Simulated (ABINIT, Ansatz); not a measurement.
# A GW run on Sr2SiS4 (P2_1/m) in ABINIT, with inputs changed

What do changed inputs do to GW on Sr2SiS4 (P2_1/m)?

Main program and level: ABINIT 10.8.3; LDA and many-body steps on it, plane waves.

## (1) The starting structure

The structure is monoclinic, space group P2_1/m (No. 11). The conventional cell has a = 6.609 Å, b = 6.660 Å, c = 8.262 Å, α = 90.00°, β = 108.22°, γ = 90.00°. Sr has 9 S at 2.96 to 3.80 Å and 4 Si at 3.51 to 3.93 Å nearest. Nearest to Sr lie 8 S at 3.04 to 3.46 Å and 3 Si at 3.71 to 3.89 Å. Nearest to Si lie 4 S at 2.12 to 2.13 Å and 7 Sr at 3.51 to 3.93 Å. Nearest to S lie 1 Si at 2.12 Å and 5 Sr at 3.03 to 3.80 Å. Nearest to S lie 1 Si at 2.13 Å and 4 Sr at 2.96 to 3.46 Å. Nearest to S lie 1 Si at 2.12 Å and 4 Sr at 3.01 to 3.13 Å. Farther neighbours and most contacts between anions are not listed.

The cell and positions are those that the Materials Project relaxed with its own functionals (PBE, PBE+U or r2SCAN), kept fixed.

## (2) Screening, 2×2×2 mesh, 267 bands, screening to 114.3 eV

This step: ABINIT 10.8.3; RPA screening on LDA, plane waves, norm-conserving pseudopotentials.

The RPA dielectric matrix is built and inverted for each q.

run.abi reads:

```
acell 3*1.0 Angstrom
rprim 
  6.608739210500 0.000000000000 -0.000000000000
  0.000000000000 6.659542380000 0.000000000000
  -2.582748258700 0.000000000000 7.848229828000
ntypat 3
znucl 38 14 16
natom 14
typat 1 1 1 1 2 2 3 3 3 3 3 3 3 3
xred 
  0.283671200000 0.750000000000 0.951809120000
  0.716328800000 0.250000000000 0.048190880000
  0.224829900000 0.750000000000 0.429263770000
  0.775170100000 0.250000000000 0.570736230000
  0.721301030000 0.750000000000 0.796846200000
  0.278698970000 0.250000000000 0.203153800000
  0.886453430000 0.750000000000 0.061575940000
  0.113546570000 0.250000000000 0.938424060000
  0.916900480000 0.750000000000 0.635667980000
  0.083099520000 0.250000000000 0.364332020000
  0.510384140000 0.501966720000 0.737248200000
  0.489615860000 0.001966720000 0.262751800000
  0.489615860000 0.498033280000 0.262751800000
  0.510384140000 0.998033280000 0.737248200000
pp_dirpath "pseudos"
pseudos "Sr.upf, Si.upf, S.upf"
ecut 28
ngkpt 2 2 2
nshiftk 1
shiftk 0 0 0
kptopt 1
chksymbreak 0
istwfk *1
occopt 1
irdwfk 1
optdriver 3
nband 267
ecuteps 4.2
inclvkb 2
awtr 1
symchi 1
indata_prefix "in"
outdata_prefix "out"
tmpdata_prefix "tmp"
```

On the command line:

```sh
$ OMP_NUM_THREADS=1 mpirun -n 16 abinit run.abi > log
```

The log of the run:

```text
.Version 10.8.3 of ABINIT. v10.8.2 released Aug 2026.

 Symmetries : space group P2_1/m (# 11); Bravais mP (primitive monocl.)
[... echo of the input left out ...]
== DATASET  1 ==================================================================
-   mpi_nproc: 16, omp_nthreads: 1 (-1 if OMP is not activated)

--- !DatasetInfo
iteration_state: {dtset: 1, }
dimensions: {natom: 14, nkpt: 8, mband: 267, nsppol: 1, nspinor: 1, nspden: 1, mpw: 16528, }
cutoff_energies: {ecut:  28.0, pawecutdg:  -1.0, }
electrons: {nelect:   9.60000000E+01, charge:   0.00000000E+00, occopt:   1.00000000E+00, tsmear:   1.00000000E-02, }

 SCREENING: Calculation of the susceptibility and dielectric matrices

 Based on a program developped by R.W. Godby, V. Olevano, G. Onida, and L. Reining.
 Incorporated in ABINIT by V. Olevano, G.-M. Rignanese, and M. Torrent.
.Using double precision arithmetic ; gwpc =  8

[... cell and pseudopotentials left out ...]
--------------------------------------------------------------------------------

 ==== K-mesh for the wavefunctions ====
 Number of points in the irreducible wedge :     8
[... list of points left out ...]
 Together with  4 symmetry operations and time-reversal symmetry
 yields     8 points in the full Brillouin Zone.

 ==== Q-mesh for the screening function ====
 Number of points in the irreducible wedge :     8
[... list of points left out ...]
 Together with  4 symmetry operations and time-reversal symmetry
 yields     8 points in the full Brillouin Zone.

 setmesh: FFT mesh size selected  =    45x   48x   54
          total number of points  =       116640

 vcoul_init : cutoff-mode = AUXILIARY_FUNCTION
 q-points for optical limit:   1
     1)      0.000010    0.000020    0.000030

- screening: taking advantage of time-reversal symmetry
- Maximum band index for partially occupied states nbvw = 48
- Remaining bands to be divided among processors   nbcw = 219
- Number of bands treated by each node ~13

 Number of electrons calculated from density =   96.0000; Expected =   96.0000
 average of density, n =  0.041185
 r_s =    1.7963
 omega_plasma =   19.5761 [eV]

 calculating chi0 at frequencies [eV] :
  1    0.000000E+00    0.000000E+00
  2    0.000000E+00    1.957607E+01

--------------------------------------------------------------------------------
  q-point number  1        q = ( 0.000000, 0.000000, 0.000000) [r.l.u.]
--------------------------------------------------------------------------------
[... chi0 elements left out ...]
 For q-point:  0.000010 0.000020 0.000030
  dielectric constant =   4.8591
  dielectric constant without local fields =   5.9158

  Average fulfillment of the sum rule on Im[epsilon] for q-point    1 :     68.37  [%]
[... wings left out ...]
  q-point number  2        q = ( 0.500000, 0.000000, 0.000000) [r.l.u.]
--------------------------------------------------------------------------------
[... chi0 elements left out ...]
  Average fulfillment of the sum rule on Im[epsilon] for q-point    2 :     72.35  [%]

 [... 6 further q-points ...]
```

The job ended after 14 min (16 MPI ranks of Arm Neoverse N1, shared host; peak memory 21 GiB; 3.6 h of CPU time).

Numbers from this step:

```
ε∞ with local fields, on this mesh, along the program's q direction : 4.859
the same without local fields                                       : 5.916
plasma frequency                                                    : 19.58 eV
plane waves in the screening matrix                                 : 951
```

Local fields lower ε∞ by 18 %. On a Γ-centred mesh this coarse the value itself is usually too large, while a short band sum pulls it down.

## (3) Base

The self-energy is evaluated for the states that the input lists, and the levels follow from it, in one-shot runs by the linearised quasiparticle equation.

This step: G0W0 on LDA, plane waves, norm-conserving pseudopotentials.

Edit run.abi of step 2 so:

```diff
@@ -35,8 +35,17 @@
 irdwfk 1
-optdriver 3
+optdriver 4
 nband 267
+gwcalctyp 0
+ecutsigx 28
+symsigma 1
+nkptgw 2
+kptgw 
+  0.0000000000 0.0000000000 0.0000000000
+  0.5000000000 0.0000000000 0.0000000000
+bdgw 
+  47 50
+  47 50
 ecuteps 4.2
-inclvkb 2
-awtr 1
-symchi 1
+irdscr 1
+ppmodel 1
 indata_prefix "in"
```

The log of the run:

```text
.Version 10.8.3 of ABINIT. v10.8.2 released Aug 2026.

 Symmetries : space group P2_1/m (# 11); Bravais mP (primitive monocl.)
[... echo of the input left out ...]
== DATASET  1 ==================================================================
-   mpi_nproc: 16, omp_nthreads: 1 (-1 if OMP is not activated)

--- !DatasetInfo
iteration_state: {dtset: 1, }
dimensions: {natom: 14, nkpt: 8, mband: 267, nsppol: 1, nspinor: 1, nspden: 1, mpw: 16528, }
cutoff_energies: {ecut:  28.0, pawecutdg:  -1.0, }
electrons: {nelect:   9.60000000E+01, charge:   0.00000000E+00, occopt:   1.00000000E+00, tsmear:   1.00000000E-02, }

 SIGMA: Calculation of the GW corrections

 Based on a program developped by R.W. Godby, V. Olevano, G. Onida, and L. Reining.
 Incorporated in ABINIT by V. Olevano, G.-M. Rignanese, and M. Torrent.
.Using double precision arithmetic ; gwpc =  8

[... cell and pseudopotentials left out ...]
--------------------------------------------------------------------------------

 ==== K-mesh for the wavefunctions ====
 Number of points in the irreducible wedge :     8
[... list of points left out ...]
 Together with  4 symmetry operations and time-reversal symmetry
 yields     8 points in the full Brillouin Zone.

 ==== Q-mesh for screening function ====
 Number of points in the irreducible wedge :     8
[... list of points left out ...]
 Together with  4 symmetry operations and time-reversal symmetry
 yields     8 points in the full Brillouin Zone.

 vcoul_init : cutoff-mode = AUXILIARY_FUNCTION
 q-points for optical limit:   1
     1)      0.000010    0.000020    0.000030
 setmesh: FFT mesh size selected  =    60x   60x   72
          total number of points  =       259200

 Number of electrons calculated from density =   96.0000; Expected =   96.0000
 average of density, n =  0.041185
 r_s =    1.7963
 omega_plasma =   19.5761 [eV]

 === KS Band Gaps ===
  >>>> For spin  1
   Minimum direct gap =   2.9522 [eV], located at k-point      :   0.5000  0.0000  0.0000
   Fundamental gap    =   2.7666 [eV], Top of valence bands at :   0.0000  0.0000  0.0000
                                       Bottom of conduction at :   0.5000  0.0000  0.0000
 SIGMA fundamental parameters:
 PLASMON POLE MODEL  1
 number of plane-waves for SigmaX                16459
 number of plane-waves for SigmaC and W            951
 number of plane-waves for wavefunctions         16459
 number of bands                                   267
 number of independent spin polarizations            1
 number of spinorial components                      1
 number of k-points in IBZ                           8
 number of q-points in IBZ                           8
 number of symmetry operations                       4
 number of k-points in BZ                            8
 number of q-points in BZ                            8
 number of frequencies for dSigma/dE                 9
 frequency step for dSigma/dE [eV]                0.25
 number of omega for Sigma on real axis              0
 max omega for Sigma on real axis  [eV]           0.00
 zcut for avoiding poles [eV]                     0.10

 EPSILON^-1 parameters (SCR file):
 dimension of the eps^-1 matrix on file            951
 dimension of the eps^-1 matrix used               951
 number of plane-waves for wavefunctions         16459
 number of bands                                   267
 number of q-points in IBZ                           8
 number of frequencies                               2
 number of real frequencies                          1
 number of imag frequencies                          1

 matrix elements of self-energy operator (all in [eV])

 Perturbative Calculation

--- !SelfEnergy_ee
iteration_state: {dtset: 1, }
kpoint     : [   0.000,    0.000,    0.000, ]
spin       : 1
KS_gap     :    3.139
QP_gap     :    4.671
Delta_QP_KS:    1.531
data: !SigmaeeData |
     Band     E0 <VxcDFT>   SigX SigC(E0)      Z dSigC/dE  Sig(E)    E-E0       E
       47   3.591 -12.965 -15.876   2.262   0.786  -0.273 -13.475  -0.510   3.081
       48   3.808 -12.880 -15.746   2.197   0.784  -0.275 -13.405  -0.525   3.283
       49   6.948  -9.881  -5.386  -3.266   0.818  -0.222  -8.875   1.006   7.954
       50   7.243  -9.945  -5.093  -3.272   0.825  -0.212  -8.641   1.305   8.548

--- !SelfEnergy_ee
iteration_state: {dtset: 1, }
kpoint     : [   0.500,    0.000,    0.000, ]
spin       : 1
KS_gap     :    2.952
QP_gap     :    4.696
Delta_QP_KS:    1.744
data: !SigmaeeData |
     Band     E0 <VxcDFT>   SigX SigC(E0)      Z dSigC/dE  Sig(E)    E-E0       E
       47   3.570 -12.732 -15.644   2.241   0.784  -0.275 -13.258  -0.526   3.044
       48   3.623 -13.021 -15.912   2.254   0.786  -0.272 -13.521  -0.501   3.122
       49   6.575  -9.763  -5.121  -3.136   0.825  -0.212  -8.520   1.243   7.818
       50   6.981 -10.009  -5.529  -3.146   0.818  -0.222  -8.918   1.091   8.073

== END DATASET(S) ==============================================================
================================================================================

 -outvars: echo values of variables after computation  --------
           etotal      0.0000000000E+00
            nband         267
             nkpt           8
          spgroup          11
 [... the other variables as echoed above ...]

 Calculation completed.
```

Elapsed: 1.7 min, on 16 MPI ranks; peak memory 14 GiB.

This step gave:

```yaml
g0w0_gap_on_the_points_computed: 4.535 eV
starting_gap_on_the_mesh: 2.767 eV
k_of_the_valence_top: 0, 0, 0
k_of_the_conduction_bottom: 0.5, 0, 0
z_at_the_valence_top: 0.784
z_at_the_conduction_bottom: 0.825
least_direct_g0w0_gap_on_the_computed_points: 4.671 eV
```

The gap on the mesh goes from 2.77 eV to 4.54 eV, a correction of +1.77 eV.

## (4) Broadening of the poles

Edit run.abi of step 3 so:

```diff
@@ -50,2 +50,3 @@
 ppmodel 1
+zcut 1.0 eV
 indata_prefix "in"
```

The log of the run:

```text
.Version 10.8.3 of ABINIT. v10.8.2 released Aug 2026.

 Symmetries : space group P2_1/m (# 11); Bravais mP (primitive monocl.)
[... echo of the input left out ...]
== DATASET  1 ==================================================================
-   mpi_nproc: 16, omp_nthreads: 1 (-1 if OMP is not activated)

--- !DatasetInfo
iteration_state: {dtset: 1, }
dimensions: {natom: 14, nkpt: 8, mband: 267, nsppol: 1, nspinor: 1, nspden: 1, mpw: 16528, }
cutoff_energies: {ecut:  28.0, pawecutdg:  -1.0, }
electrons: {nelect:   9.60000000E+01, charge:   0.00000000E+00, occopt:   1.00000000E+00, tsmear:   1.00000000E-02, }

 SIGMA: Calculation of the GW corrections

 Based on a program developped by R.W. Godby, V. Olevano, G. Onida, and L. Reining.
 Incorporated in ABINIT by V. Olevano, G.-M. Rignanese, and M. Torrent.
.Using double precision arithmetic ; gwpc =  8

[... cell and pseudopotentials left out ...]
--------------------------------------------------------------------------------

 ==== K-mesh for the wavefunctions ====
 Number of points in the irreducible wedge :     8
[... list of points left out ...]
 Together with  4 symmetry operations and time-reversal symmetry
 yields     8 points in the full Brillouin Zone.

 ==== Q-mesh for screening function ====
 Number of points in the irreducible wedge :     8
[... list of points left out ...]
 Together with  4 symmetry operations and time-reversal symmetry
 yields     8 points in the full Brillouin Zone.

 vcoul_init : cutoff-mode = AUXILIARY_FUNCTION
 q-points for optical limit:   1
     1)      0.000010    0.000020    0.000030
 setmesh: FFT mesh size selected  =    60x   60x   72
          total number of points  =       259200

 Number of electrons calculated from density =   96.0000; Expected =   96.0000
[...]
number of omega for Sigma on real axis              0
 max omega for Sigma on real axis  [eV]           0.00
 zcut for avoiding poles [eV]                     1.00

 EPSILON^-1 parameters (SCR file):
 dimension of the eps^-1 matrix on file            951
 dimension of the eps^-1 matrix used               951
 number of plane-waves for wavefunctions         16459
 number of bands                                   267
 number of q-points in IBZ                           8
 number of frequencies                               2
 number of real frequencies                          1
 number of imag frequencies                          1

 matrix elements of self-energy operator (all in [eV])

 Perturbative Calculation

--- !SelfEnergy_ee
iteration_state: {dtset: 1, }
kpoint     : [   0.000,    0.000,    0.000, ]
spin       : 1
KS_gap     :    3.139
QP_gap     :    4.671
Delta_QP_KS:    1.531
data: !SigmaeeData |
     Band     E0 <VxcDFT>   SigX SigC(E0)      Z dSigC/dE  Sig(E)    E-E0       E
       47   3.591 -12.965 -15.876   2.262   0.786  -0.273 -13.475  -0.510   3.081
       48   3.808 -12.880 -15.746   2.197   0.784  -0.275 -13.405  -0.525   3.283
       49   6.948  -9.881  -5.386  -3.266   0.818  -0.222  -8.875   1.006   7.954
[...]
--- !SelfEnergy_ee
iteration_state: {dtset: 1, }
kpoint     : [   0.500,    0.000,    0.000, ]
spin       : 1
KS_gap     :    2.952
QP_gap     :    4.696
Delta_QP_KS:    1.744
data: !SigmaeeData |
     Band     E0 <VxcDFT>   SigX SigC(E0)      Z dSigC/dE  Sig(E)    E-E0       E
[...]
49   6.575  -9.763  -5.121  -3.136   0.825  -0.212  -8.520   1.243   7.818
       50   6.981 -10.009  -5.529  -3.146   0.818  -0.222  -8.918   1.091   8.073

== END DATASET(S) ==============================================================
================================================================================

 -outvars: echo values of variables after computation  --------
           etotal      0.0000000000E+00
            nband         267
             nkpt           8
          spgroup          11
 [... the other variables as echoed above ...]

 Calculation completed.
```

Wall time 96 s (16 MPI ranks); peak memory 14 GiB.

Numbers from this step:

```
G0W0 gap on the points computed              : 4.535 eV
starting gap on the mesh                     : 2.767 eV
k of the valence top                         : 0, 0, 0
k of the conduction bottom                   : 0.5, 0, 0
Z at the valence top                         : 0.784
Z at the conduction bottom                   : 0.825
least direct G0W0 gap on the computed points : 4.671 eV
```

Against G0W0 in ABINIT (2×2×2 mesh, 267 bands, screening to 114.3 eV, Godby-Needs plasmon pole), the gap moves by +0.000 eV.

(Continued in part 2 of 2.)

[Paths, hosts, dates, memory and timing lines, banners, echoed tables and standing remarks are left out of the program output.]

[Logs are printed without paths, hosts, clocks, repeated set-up lines and the standing remarks that a program may print on its own settings, such as how far it seeks lower states.]

[Runs of the session that timed out or met a known fault of the program may be left out.]

[Hosts, paths, dates, database ids (printed as entryN), source tags and the programs' standing remarks are cut or masked in the printed files.]

[G0W0 gaps are taken among the corrected bands and points alone; a level outside them can change the order at an edge.]

[Where Ansatz stands beside ABINIT at settings called matched, ABINIT's density can come from a denser mesh and the files from another edition; pairs whose starting gaps differed by over 0.03 eV were left out, so agreement reads better than it is.]
